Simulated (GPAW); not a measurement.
Computed results, one entry a study.

### Quasiparticle gap of PbO (P4/nmm) in GPAW

Symmetry: P4/nmm, No. 129, tetragonal system. The conventional cell has a = 3.960 Å, b = 3.960 Å, c = 5.070 Å, α = 90.00°, β = 90.00°, γ = 90.00°. Nearest to Pb lie 4 O at 2.32 Å. O has 4 Pb at 2.32 Å nearest. Farther neighbours and most contacts between anions are not listed.

```xyz
4
Lattice="3.9600 0.0000 0.0000 0.0000 3.9600 0.0000 0.0000 0.0000 5.0700" Properties=species:S:1:pos:R:3 pbc="T T T"
Pb    0.0000    1.9800    1.2093
Pb    1.9800    0.0000    3.8607
O     0.0000    0.0000    0.0000
O     1.9800    1.9800    0.0000
```

```yaml
method: DFT, PBE, plane waves, PAW (and 1 further level or step)
program: GPAW 26.7.0
settings_of_one_run: cutoff 600 eV, GPAW PAW setups 1.2.1 data release, 4×4×4 k-mesh, nbands 262
cost: 4 runs, 4.7 min in all on 8 MPI ranks of Arm Neoverse V1, shared host (the runs of this entry)
notes: The database entry behind the starting cell differs from later determinations by our own check (c about 1 % long). The cell and positions come from the Crystallography Open Database and are kept as given unless a step says otherwise. Limits: no spin-orbit coupling. Bands and cutoff are finite, so the gap is not at the basis limit. The miss can reach some tenths of an eV and take either sign; the mesh is an error of its own. The 4×4×4 mesh is coarse for this cell, which bears on the long-range parts of exchange and screening.
pbe_gap: 1.10 eV, indirect
g0w0_gap_on_the_mesh: 1.35 eV
gw_settings: 4×4×4 mesh, 252 bands, screening to 125 eV, Godby-Needs plasmon pole
known_limits: not at the basis limit; no spin-orbit coupling; coarse k mesh
```

G0W0 moves the gap on the mesh from 1.10 eV to 1.35 eV (+0.25 eV), with Z of 0.78 and 0.83 at the edges. Only 2 of the mesh's irreducible points were corrected, so a valley elsewhere could overtake.

[Paths, hosts, dates, memory and timing lines, banners, echoed tables and standing remarks are left out of the program output.]

[Logs are printed without paths, hosts, clocks, repeated set-up lines and the standing remarks that a program may print on its own settings, such as how far it seeks lower states.]

[Runs of the session that timed out or met a known fault of the program may be left out.]

[Hosts, paths, dates, database ids (printed as entryN), source tags and the programs' standing remarks are cut or masked in the printed files.]
